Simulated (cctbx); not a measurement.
## Lattice, Laue class and space group of a new crystal

Cell: a = 3.3870 Å, b = 3.4670 Å, c = 15.2100 Å, α = 90.00°, β = 90.00°, γ = 90.00°. Expected content of the cell: W2 In4 Cr2 N4.

Simulated single-crystal data (cctbx): Ag Kα, λ = 0.56087 Å, to d = 0.77 Å, 70 % of the full sphere, strongest reflection 5000 counts, noise from counting, a 4 % proportional error and a noise floor of 4 counts (s.d.); no absorption, some extinction.

Tests on the unmerged data give:

```text
1150 reflections to d = 0.771 A
centring   violations  <I/sigma> of those
    A          0 of   575      0.0
    B        284 of   577      7.0
    C        284 of   596      6.7
    I        286 of   577      7.0
    R        362 of   757      6.8
    F        284 of   874      4.6
Laue class    unique    Rint  (classes that these axes allow; Friedel mates merged)
A 1 2/m 1         228   0.051
A 1 1 2/m         212   0.050
A m m m           142   0.053
space group    extra absences  I>4sigma  <I/sigma>
A 2 2 2                 0          0         -  acentric
A 2 m m                 0          0         -  acentric
A m m 2                 0          0         -  acentric
A m 2 m                 0          0         -  acentric
A m m m                 0          0         -  centric
Wilson B = 1.52 A^2   <|E^2-1|> = 0.705 (0.968 centric, 0.736 acentric)   E^2>4: 0.0 %
shell (A)         n   <I/sigma>
 7.61 - 1.54     23     23.5
 1.54 - 1.22     17     29.0
 1.22 - 1.07     22     23.7
 1.07 - 0.97     14     18.8
 0.97 - 0.90     19     22.0
 0.90 - 0.85      9     15.4
 0.85 - 0.81     23     17.2
 0.81 - 0.77     15     20.1
```

Q: Read the symmetry from these tables.

The reflections that A centring forbids are absent (⟨I/σ⟩ near 0), so the lattice is A.

Rint stays low (0.050 to 0.053) up to A m m m, the highest class in these axes.

5 settings pass the absence test. No glide or screw absences show, which leaves A 2 2 2, A 2 m m, A m m 2, A m 2 m and A m m m.

⟨|E²−1|⟩ = 0.705 leans to a non-centrosymmetric structure. The Wilson B of 1.52 Å² means U ≈ 0.0193 Å².

The true group is Amm2 (no. 38), Laue class mmm, non-centrosymmetric. The tables only narrow the choice to the tied entries; cell content, site symmetry and trial solutions must settle it.

The model was made for the exercise: a known structure type with other elements put in, its volume estimated, not relaxed; displacement parameters are assumed.

[Logs are printed without paths, hosts, clocks, repeated set-up lines and the standing remarks that a program may print on its own settings, such as how far it seeks lower states.]
